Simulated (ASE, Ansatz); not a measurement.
**Rh(111) slab (48 atoms): support functions against a reference**

Wanted: errors and times of a linear-scaling basis for Rh(111) slab (48 atoms). A setting counts as converged where the r.m.s. difference of forces stays under 1 % of the r.m.s. force.

Method: Kohn-Sham DFT, PBE, PAW (set soft_2), plane waves, in Ansatz 0.2.0.

## 1. Set-up

The cell holds 48 atoms: 48 Rh. Cell: a = 10.757 Å, b = 8.067 Å, c = 18.587 Å, α = 90.0°, β = 90.0°, γ = 120.0°. It derives from Rh (fcc). Fcc Rh (a = 3.803 Å), (111) slab of 4 repeat layers, 4 x 3 surface cells, 12 Å of vacuum; atoms within 2.63 Å of the bottom held; every coordinate displaced by a Gaussian of 0.03 Å. Vacuum lies along c.

Before any run, some limits are plain. Beside vacuum, support functions can miss their usual error bounds without a warning.

## 2. Plane-wave single point

The first run fixes the reference, at a cutoff of 420 eV.

input.yaml reads:

```yaml
crystal:
  lattice:
    - [10.75651, 0.0, 0.0]
    - [-4.03369, 6.98656, 0.0]
    - [0.0, 0.0, 18.58699]
  atoms:
    - { symbol: Rh, position: [0.00383, 0.66736, 0.32224] }
    - { symbol: Rh, position: [0.33307, 0.88314, 0.44118] }
    - { symbol: Rh, position: [0.17002, 0.78321, 0.55888] }
    - { symbol: Rh, position: [0.00197, 0.66215, 0.67826] }
    - { symbol: Rh, position: [0.00048, 0.33938, 0.32178] }
    - { symbol: Rh, position: [0.33195, 0.55413, 0.43946] }
    - { symbol: Rh, position: [0.16747, 0.446, 0.55994] }
    - { symbol: Rh, position: [0.00033, 0.33309, 0.67703] }
    - { symbol: Rh, position: [0.25242, 0.6702, 0.32502] }
    - { symbol: Rh, position: [0.5809, 0.88211, 0.44311] }
    - { symbol: Rh, position: [0.41809, 0.7774, 0.55951] }
    - { symbol: Rh, position: [0.2493, 0.66976, 0.67638] }
    - { symbol: Rh, position: [0.99952, 0.00035, 0.32369] }
    - { symbol: Rh, position: [0.32888, 0.21924, 0.44227] }
    - { symbol: Rh, position: [0.16504, 0.10393, 0.56126] }
    - { symbol: Rh, position: [0.00526, 0.00313, 0.6774] }
    - { symbol: Rh, position: [0.254, 0.33656, 0.32289] }
    - { symbol: Rh, position: [0.58128, 0.55627, 0.43908] }
    - { symbol: Rh, position: [0.41964, 0.4413, 0.55892] }
    - { symbol: Rh, position: [0.2454, 0.32856, 0.68149] }
    - { symbol: Rh, position: [0.49752, 0.66425, 0.32303] }
    - { symbol: Rh, position: [0.8288, 0.88153, 0.44193] }
    - { symbol: Rh, position: [0.6663, 0.77254, 0.55902] }
    - { symbol: Rh, position: [0.50123, 0.67143, 0.67716] }
    - { symbol: Rh, position: [0.25924, 0.0087, 0.32104] }
    - { symbol: Rh, position: [0.58373, 0.22056, 0.44418] }
    - { symbol: Rh, position: [0.41611, 0.11103, 0.56122] }
    - { symbol: Rh, position: [0.25083, 0.00287, 0.67636] }
    - { symbol: Rh, position: [0.50025, 0.33417, 0.32128] }
    - { symbol: Rh, position: [0.82654, 0.55468, 0.44174] }
    - { symbol: Rh, position: [0.66569, 0.44235, 0.56028] }
    - { symbol: Rh, position: [0.49654, 0.33393, 0.67966] }
    - { symbol: Rh, position: [0.75087, 0.6648, 0.32087] }
    - { symbol: Rh, position: [0.08102, 0.88689, 0.44329] }
    - { symbol: Rh, position: [0.92043, 0.77686, 0.55708] }
    - { symbol: Rh, position: [0.74886, 0.66913, 0.67547] }
    - { symbol: Rh, position: [0.49646, 0.99739, 0.32427] }
    - { symbol: Rh, position: [0.83521, 0.22356, 0.44084] }
    - { symbol: Rh, position: [0.66479, 0.11101, 0.55686] }
    - { symbol: Rh, position: [0.49746, 0.99693, 0.67452] }
    - { symbol: Rh, position: [0.74835, 0.33347, 0.32133] }
    - { symbol: Rh, position: [0.08247, 0.55135, 0.44078] }
    - { symbol: Rh, position: [0.92003, 0.44209, 0.55794] }
    - { symbol: Rh, position: [0.74944, 0.33581, 0.67794] }
    - { symbol: Rh, position: [0.74751, 0.99879, 0.32293] }
    - { symbol: Rh, position: [0.0828, 0.22575, 0.44098] }
    - { symbol: Rh, position: [0.9164, 0.10418, 0.55778] }
    - { symbol: Rh, position: [0.74838, 0.99509, 0.67754] }
kpoints:
  mp_grid: { grid: [2, 3, 1] }
hamiltonian:
  xc: pbe
scf:
  occupations: { method: fermi_dirac, width: 0.1 }
output:
  forces: true
  populations: true
  dos:
    method: { smearing: { sigma: 0.1 } }
    de: 0.1
    projected: { site_lists: { Rh: [Rh] } }
  eigenvalues: true
  write_density: true
  write_potential: true
  volumetric_format: npy
```

Launch:

```sh
> ansatz run input.yaml --threads 4 --pin off --max-ram 8192MiB --backend cpu --events-out ev --progress --plain --runs-dir out
```

Numbers of over 12 decimals in the logs are rounded to 6 here.

Output:

```text
Engine: ansatz 0.2.0, aarch64-unknown-linux-gnu
Pseudopotentials: kind: paw
Pseudopotential: Rh, paw, valence charge 17, recommended cutoff 420 eV (normal), Rh.paw.azcp
[... 5 lines on functional and potentials left out ...]
Crystal: 48 atoms, lattice volume = 1396.831 Å³
Basis set: ecut = 420 eV, 27287 PW (Γ), exchange–correlation on 144×108×250 points (8 copies of the dense FFT grid, shifted against one another)
Bands: 490, of which v1, the nominal top of the filled ones, is band 408 counted from 1 (407 counted from 0)
Symmetry: 1 space group operations
Space group: P1 (ITA 1), of the structure as read, at distance tolerance 1.1e-4 Å
k-points: 4 of 6 (time reversal used)
[... 3 lines on functional and potentials left out ...]
Initial density: superposition of atomic densities (neutral atoms: chi_scale 0, normalization atom), corrected by the library's trained network
Initial wavefunctions: pseudopotential atomic-orbital guess
Functional: x = pbe(κ = 0.804, μ = 0.219515), c = pbe(β = 0.066725)
SCF iter   1: F=—  HF=-307319.723585 eV  |F-HF|=—  |Δ(HF+E_count)|=         —  Δρ=4.27e-3  dr2=2.43e-1  ethr=1.77e-3  ⟨swp⟩=7.5  Hψ=8332  notcnv=0  defer=82
preconditioner: auto → LDOS  [metal: Δε(μ)=0.008 eV  Ē_g=5.320 eV  σ=0.100 eV  W_gap=0.02  n_scr=372 (ndim 8)  ℏωp=20.7 eV  f_vac=0.467  D(μ)=88.29/eV (n_scr^D=930)  β→1.0]
SCF iter   2: F=—  HF=-307319.748195 eV  |F-HF|=—  |Δ(HF+E_count)|=   2.46e-2  Δρ=2.12e-3  dr2=6.51e-2  ethr=2.98e-5  ⟨swp⟩=2.2  Hψ=3597  notcnv=0  defer=98
SCF iter   3: F=—  HF=-307319.740906 eV  |F-HF|=—  |Δ(HF+E_count)|=   7.29e-3  Δρ=9.31e-4  dr2=1.76e-2  ethr=7.98e-6  ⟨swp⟩=2.0  Hψ=2823  notcnv=0  defer=98
SCF iter   4: F=—  HF=-307319.737639 eV  |F-HF|=—  |Δ(HF+E_count)|=   3.27e-3  Δρ=3.48e-4  dr2=1.62e-3  ethr=2.16e-6  ⟨swp⟩=3.2  Hψ=3561  notcnv=0  defer=98
SCF iter   5: F=—  HF=-307319.737558 eV  |F-HF|=—  |Δ(HF+E_count)|=   8.07e-5  Δρ=9.17e-5  dr2=2.07e-4  ethr=1.99e-7  ⟨swp⟩=2.2  Hψ=2869  notcnv=0  defer=98
SCF iter   6: F=—  HF=-307319.737532 eV  |F-HF|=—  |Δ(HF+E_count)|=   2.64e-5  Δρ=2.73e-5  dr2=2.46e-5  ethr=2.54e-8  ⟨swp⟩=2.2  Hψ=2816  notcnv=0  defer=98
SCF iter   7: F=—  HF=-307319.737783 eV  |F-HF|=—  |Δ(HF+E_count)|=   2.51e-4  Δρ=8.89e-6  dr2=2.63e-6  ethr=3.01e-9  ⟨swp⟩=2.0  Hψ=2777  notcnv=0  defer=98
SCF iter   8: F=—  HF=-307319.737783 eV  |F-HF|=—  |Δ(HF+E_count)|=   3.90e-7  Δρ=3.14e-6  dr2=4.06e-7  ethr=3.22e-10  ⟨swp⟩=2.0  Hψ=2577  notcnv=0  defer=98
SCF iter   9: F=-307319.737783 eV  HF=-307319.737783 eV  |F-HF|=5.26e-8  |Δ(HF+E_count)|=   8.50e-9  Δρ=1.19e-6  dr2=6.17e-8  ethr=1.23e-11  ⟨swp⟩=19.8  Hψ=16265  notcnv=0
SCF 1 converged in 9 iterations: F = -307319.737783 eV  dr2 = 6.17e-8
  greatest PAW one-centre occupation: 1.000 electrons in one spin orbital (limit 2), on the Rh atom at site 26 (counted from 0), in its partial waves of l = 0
WARN: The output density's exchange-correlation potential varies sharply where the density is thin. Do not read a vacuum level from v_tot or v_xc, or from such a field of the output density. On a cell that repeats whose density bears no net charge and no dipole along the vacuum's axis use v_es (v_loc + v_h of the components); [...]
SCF converged after 9 iterations
Free energy (F): -307319.737783 eV
Harris-Foulkes:  -307319.737783 eV  (|F-HF|=5.26e-8)
Internal energy: -307316.888021 eV  (E = F + TS)
E sigma→0 (E₀):  -307318.312902 eV
Entropy (-TS):   -2.849762 eV (-59.370 meV/atom)
Fermi energy:    7.878745 eV
--- Per-component energies (eV) ---
  E_band       = -15724.940698
  E_kinetic    = 27479.207130
  E_local      = -792507.890466  (includes V_loc(G=0)·N_el)
  E_nonlocal   = 17058.484252
  E_hartree    = 379300.776412
  E_xc         = -10616.968890
  E_vxc        = -13323.442396  (∫ρ·V_xc dr)
  E_paw        = -172184.461728  (= ΣΔE_a)
  E_vpaw       = -13032.668041  (= ΣTr[D̂ρ^β])
  E_aug_tail   = 0.041258  (compensation charges beyond the density's cutoff)
  E_ewald      = 244153.924009
  E_smearing   = -2.849762  (= −TS)
  E_closure    = -0.000000  (closes the sum)
  Σ components = -307319.737783   (vs F -307319.737783, Δ=0.00e0)
--- Forces (eV/Å), atoms counted from 1 ---
  atom   1  Rh    -0.33674937     0.18972704     0.24742154
  atom   2  Rh    -0.32872183     0.58603414     0.18600561
  atom   3  Rh     0.04491022    -0.70944060    -0.09682353
  atom   4  Rh    -0.40304937     0.10234763    -0.24792098
  atom   5  Rh     0.13398005    -0.39101814     0.14424983
  atom   6  Rh     0.18222532    -0.15716629     0.64508703
  atom   7  Rh     0.26878236    -0.21545132    -0.04137900
  atom   8  Rh    -0.16447788    -0.19495160    -0.08774042
  atom   9  Rh    -0.24411954    -0.16243422    -0.39598678
  atom  10  Rh     0.00434814     0.52571500    -0.37363563
  atom  11  Rh    -0.13663391    -0.31376265    -0.14276572
  atom  12  Rh     0.28109969    -0.22926070     0.14310300
  atom  13  Rh     0.08659187     0.00435155     0.06916400
  atom  14  Rh     0.41078514    -0.01235675    -0.14370104
[...]
atom  47  Rh    -0.29649991     0.38326952     0.26899184
  atom  48  Rh     0.01681948     0.38732916    -0.23087790
  max |Σ_I F_I| component: 1.50e-5 eV/Å
--- Band table (eV) ---
  k-point 0: bands = ["-71.0574", "-71.0298", "-71.0176", "-71.0141", [... 474 levels ...], "13.6165", "13.9098", "13.9220", "14.3145", "14.3878", "14.4239", "14.4794", "14.5325", "14.5801", "14.7122", "14.7199", "14.9992"]
[...]
--- Löwdin populations: 48 sites ---
  site symbol       q [e]
     0     Rh     16.9376
     1     Rh     16.8671
     2     Rh     16.8652
[...]
47     Rh     16.9387
  spilling = 0.005809 (of n_electrons = 816.000000)
```

The job ended after 3.1 min (4 threads of Arm Neoverse V2, shared host; peak memory 4.2 GiB; 12 min of CPU time).

Reading the cycles: dr2 is the Hartree energy of the density residual (eV), the measure of convergence; HF is the Harris–Foulkes estimate of the energy, which meets the free energy F at convergence.

The program notes that it cut back its work space to fit the memory limit and the exchange-correlation potential is rough where the density is thin.

The run gave:

```
free energy                                   : -307319.7378 eV
free energy per atom                          : -6402.4945 eV/atom
SCF cycles                                    : 9
r.m.s. force component                        : 0.3227 eV/Å
longest force                                 : 0.9823 eV/Å
Fermi energy                                  : 7.879 eV
levels partly filled by over 2 per cent       : 131
potential in mid-vacuum, over the Fermi level : 5.157 eV
potential 4.5 Å over the upper face           : 5.155 eV
potential 4.5 Å under the lower face          : 5.157 eV
spilling of the projection                    : 0.005809
```

The r.m.s. force component of 0.32 eV/Å sets the scale for the differences below.

## 3. Support functions medium

The cell is solved in localised support functions. The level medium gives here a grid of 48×36×90 points and a radius of 3.89 Å.

This step: Kohn-Sham DFT, PBE, PAW (set soft_2), localised support functions (medium) (Ansatz 0.2.0).

input.yaml, the sections that differ from step 2:

```yaml
scf:
  occupations: { method: fermi_dirac, width: 0.1 }
  eigensolver: { kind: { support_functions: { accuracy: medium } } }
  mixing: { beta: 0.4 }
  max_iter: 150
output:
  forces: true
# crystal, kpoints, hamiltonian: as in step 2
```

Output:

```text
Warning: scf.eigensolver.kind.support_functions: disabling space-group detection — the functions' gradient is summed over unrotated k-points, so no spatial operation reduces the k-mesh or symmetrises the density; time reversal is kept, so that k and −k are solved as one point where they differ and the mesh holds both, and exact exchange and, on two spinor components, a DFT+U term hold to it where the run has them: [...]
settings of this run that can trade accuracy for cost: scf.eigensolver.kind.support_functions [...]
[...]
Crystal: 48 atoms, lattice volume = 1396.831 Å³
Basis set: ecut = 420 eV, 27287 PW (Γ), exchange–correlation on 144×108×250 points (8 copies of the dense FFT grid, shifted against one another)
Bands: 490, of which v1, the nominal top of the filled ones, is band 408 counted from 1 (407 counted from 0)
Symmetry: 1 space group operations
k-points: 4 of 6 (time reversal used)
[...]
Eigensolver: Support functions (medium, 48×36×90 points, laid for a spacing of at most 0.228497 Å, radius 3.888802 Å, 33 sites without an atom, 1 species' potentials softened for the grid, 1 wholly corrected for its errors in the mean over positions, 1 with the egg-box correction, energy correction by stochastic trace)
[...]
SCF iter   1: F=—  HF=-307316.113417 eV  |F-HF|=—  |Δ(HF+E_count)|=         —  Δρ=6.67e-2  dr2=5.55e1  ethr=1.00e-1
[...]
SCF iter  11: F=-307319.806806 eV  HF=-307319.806806 eV  |F-HF|=2.00e-7  |Δ(HF+E_count)|=   4.37e-3  Δρ=7.08e-6  dr2=7.34e-7  ethr=6.18e-10
SCF 1 converged in 11 iterations: F = -307319.861699 eV  dr2 = 7.34e-7
[...]
SCF converged after 11 iterations
Stability not checked: this state was not tested for a lower state beside it, because the mixer in use, unlike msr1, does not test its closes by its own steps (another_mixer; see scf.mixing.algorithm and scf.lower_state_search)
Free energy (F): -307319.861699 eV
[...]
Internal energy: -307317.014133 eV  (E = F + TS)
E sigma→0 (E₀):  -307318.437916 eV
Entropy (-TS):   -2.847566 eV (-59.324 meV/atom)
Fermi energy:    7.879077 eV
[...]
--- Forces (eV/Å), atoms counted from 1 ---
  atom   1  Rh    -0.33531959     0.18863183     0.24856865
  atom   2  Rh    -0.32785087     0.58576849     0.18621873
  atom   3  Rh     0.04469805    -0.70822578    -0.09773138
  atom   4  Rh    -0.40276136     0.10160545    -0.24970426
  atom   5  Rh     0.13374918    -0.38981444     0.14582240
  atom   6  Rh     0.18216418    -0.15653980     0.64498561
  atom   7  Rh     0.26894331    -0.21550519    -0.04123639
  atom   8  Rh    -0.16436896    -0.19473871    -0.09018194
  atom   9  Rh    -0.24293010    -0.16126123    -0.39445869
  atom  10  Rh     0.00416137     0.52557430    -0.37077164
  atom  11  Rh    -0.13619151    -0.31316723    -0.14256335
  atom  12  Rh     0.28003908    -0.22850233     0.14083800
  atom  13  Rh     0.08651418     0.00333085     0.06994664
  atom  14  Rh     0.41004847    -0.01237462    -0.14244974
[...]
atom  47  Rh    -0.29540234     0.38361578     0.26744235
  atom  48  Rh     0.01627192     0.38680728    -0.23288579
  max |Σ_I F_I| component: 6.82e-3 eV/Å
--- Band table (eV) ---
[...]
guard bands above this table: 39 of the run's 490 bands (output.publish_guard_bands: true publishes all)
[...]
```

Wall time 2.3 min (4 threads); peak memory 3.6 GiB.

The program notes that the band table was not solved further than the SCF left it and it switched symmetry off.

Keys that differ from the reference: support_functions.accuracy = "medium", scf.max_iter = 150 and scf.mixing.beta = 0.4.

Forces differ from the reference by 1.2 meV/Å r.m.s., 0.37 % of their size, within a tolerance of 1 %; the energy by -2.6 meV/atom.

## 4. Support functions low

The level low is asked for. Here it resolves to the same grid and radius as in the run with support functions medium, so the basis is not new.

This step: Kohn-Sham DFT, PBE, PAW (set soft_2), localised support functions (low) (Ansatz 0.2.0).

input.yaml, the sections that differ from step 3:

```yaml
scf:
  occupations: { method: fermi_dirac, width: 0.1 }
  eigensolver: { kind: { support_functions: { accuracy: low } } }
  mixing: { beta: 0.4 }
  max_iter: 150
# crystal, kpoints, hamiltonian, output: as in step 3
```

Output:

```text
[...]
Crystal: 48 atoms, lattice volume = 1396.831 Å³
Basis set: ecut = 420 eV, 27287 PW (Γ), exchange–correlation on 144×108×250 points (8 copies of the dense FFT grid, shifted against one another)
Bands: 490, of which v1, the nominal top of the filled ones, is band 408 counted from 1 (407 counted from 0)
Symmetry: 1 space group operations
k-points: 4 of 6 (time reversal used)
[...]
Eigensolver: Support functions (low, 48×36×90 points, laid for a spacing of at most 0.228497 Å, radius 3.888802 Å, 33 sites without an atom, 1 species' potentials softened for the grid, 1 wholly corrected for its errors in the mean over positions, 1 with the egg-box correction, energy correction by stochastic trace)
[...]
SCF iter   1: F=—  HF=-307316.105925 eV  |F-HF|=—  |Δ(HF+E_count)|=         —  Δρ=6.67e-2  dr2=5.55e1  ethr=1.00e-1
[...]
SCF iter   9: F=—  HF=-307319.794362 eV  |F-HF|=—  |Δ(HF+E_count)|=   7.72e-3  Δρ=3.73e-5  dr2=2.90e-5  ethr=9.24e-9  κ⁻¹=1.7e-7(r=7)
SCF iter  10: F=-307319.800057 eV  HF=-307319.800056 eV  |F-HF|=1.02e-6  |Δ(HF+E_count)|=   5.69e-3  Δρ=1.88e-5  dr2=4.84e-6  ethr=3.56e-9
SCF 1 converged in 10 iterations: F = -307319.861465 eV  dr2 = 4.84e-6
[...]
SCF converged after 10 iterations
[...]
Free energy (F): -307319.861465 eV
[...]
Internal energy: -307317.013993 eV  (E = F + TS)
E sigma→0 (E₀):  -307318.437729 eV
Entropy (-TS):   -2.847472 eV (-59.322 meV/atom)
Fermi energy:    7.878695 eV
[...]
Σ components = -307319.861465   (vs F -307319.861465, Δ=0.00e0)
--- Forces (eV/Å), atoms counted from 1 ---
  atom   1  Rh    -0.33508993     0.18846948     0.24881769
  atom   2  Rh    -0.32774828     0.58578494     0.18657303
  atom   3  Rh     0.04486354    -0.70822885    -0.09818180
  atom   4  Rh    -0.40292498     0.10147790    -0.25005463
[...]
atom  48  Rh     0.01599341     0.38690866    -0.23300764
  max |Σ_I F_I| component: 9.36e-3 eV/Å
--- Band table (eV) ---
[...]
```

The job ended after 2.2 min (4 threads; peak memory 3.5 GiB; 8.4 min of CPU time).

Keys that differ from the reference: support_functions.accuracy = "low", scf.max_iter = 150 and scf.mixing.beta = 0.4.

Forces differ from the reference by 1.3 meV/Å r.m.s., 0.41 % of their size, within a tolerance of 1 %; the energy by -2.6 meV/atom.

## 5. Support functions medium, radius 3.77 Å

The radius confines each support function; a larger one gives more freedom and more work per atom.

This step: Kohn-Sham DFT, PBE, PAW (set soft_2), localised support functions (medium) (Ansatz 0.2.0).

input.yaml, the sections that differ from step 4:

```yaml
scf:
  occupations: { method: fermi_dirac, width: 0.1 }
  eigensolver: { kind: { support_functions: { accuracy: medium, radius: 3.77 } } }
  mixing: { beta: 0.4 }
  max_iter: 150
# crystal, kpoints, hamiltonian, output: as in step 4
```

Output:

```text
[...]
Crystal: 48 atoms, lattice volume = 1396.831 Å³
Basis set: ecut = 420 eV, 27287 PW (Γ), exchange–correlation on 144×108×250 points (8 copies of the dense FFT grid, shifted against one another)
Bands: 490, of which v1, the nominal top of the filled ones, is band 408 counted from 1 (407 counted from 0)
Symmetry: 1 space group operations
k-points: 4 of 6 (time reversal used)
[...]
SCF iter   1: F=—  HF=-307315.206950 eV  |F-HF|=—  |Δ(HF+E_count)|=         —  Δρ=6.66e-2  dr2=5.55e1  ethr=1.00e-1
[...]
SCF iter  12: F=-307319.796025 eV  HF=-307319.796025 eV  |F-HF|=1.37e-8  |Δ(HF+E_count)|=   4.79e-3  Δρ=5.02e-6  dr2=2.59e-7  ethr=8.86e-11
SCF 1 converged in 12 iterations: F = -307319.860980 eV  dr2 = 2.59e-7
[...]
SCF converged after 12 iterations
[...]
Free energy (F): -307319.860980 eV
[...]
Internal energy: -307317.013586 eV  (E = F + TS)
E sigma→0 (E₀):  -307318.437283 eV
Entropy (-TS):   -2.847394 eV (-59.321 meV/atom)
Fermi energy:    7.879342 eV
[...]
--- Forces (eV/Å), atoms counted from 1 ---
  atom   1  Rh    -0.33574432     0.18769293     0.24830783
  atom   2  Rh    -0.32750273     0.58537497     0.18848594
  atom   3  Rh     0.04530435    -0.70856198    -0.09861367
  atom   4  Rh    -0.40244592     0.10172770    -0.24971535
  atom   5  Rh     0.13389123    -0.39027466     0.14453471
  atom   6  Rh     0.18122061    -0.15720657     0.64644129
  atom   7  Rh     0.26833224    -0.21465296    -0.04265583
  atom   8  Rh    -0.16433846    -0.19442862    -0.08935966
  atom   9  Rh    -0.24327873    -0.16258130    -0.39479988
  atom  10  Rh     0.00374582     0.52556399    -0.36960262
  atom  11  Rh    -0.13683319    -0.31282188    -0.14355963
  atom  12  Rh     0.27905927    -0.22808103     0.14136724
  atom  13  Rh     0.08595208     0.00447354     0.07008870
  atom  14  Rh     0.41033202    -0.01277843    -0.14067109
[...]
atom  47  Rh    -0.29630471     0.38357328     0.26713495
  atom  48  Rh     0.01568032     0.38636245    -0.23295501
  max |Σ_I F_I| component: 6.56e-3 eV/Å
--- Band table (eV) ---
[...]
```

Wall time 2.4 min (4 threads); peak memory 3.4 GiB; 9 min of CPU time.

Keys that differ from the reference: support_functions.accuracy = "medium", support_functions.radius = 3.77, scf.max_iter = 150 and scf.mixing.beta = 0.4.

Forces differ from the reference by 1.4 meV/Å r.m.s., 0.42 % of their size, within a tolerance of 1 %; the energy by -2.6 meV/atom.

(Part 1 of 2 ends here.)

[Logs are printed without paths, hosts, clocks, repeated set-up lines and the standing remarks that a program may print on its own settings, such as how far it seeks lower states.]

[Hosts, paths, dates, database ids (printed as entryN), source tags and the programs' standing remarks are cut or masked in the printed files.]
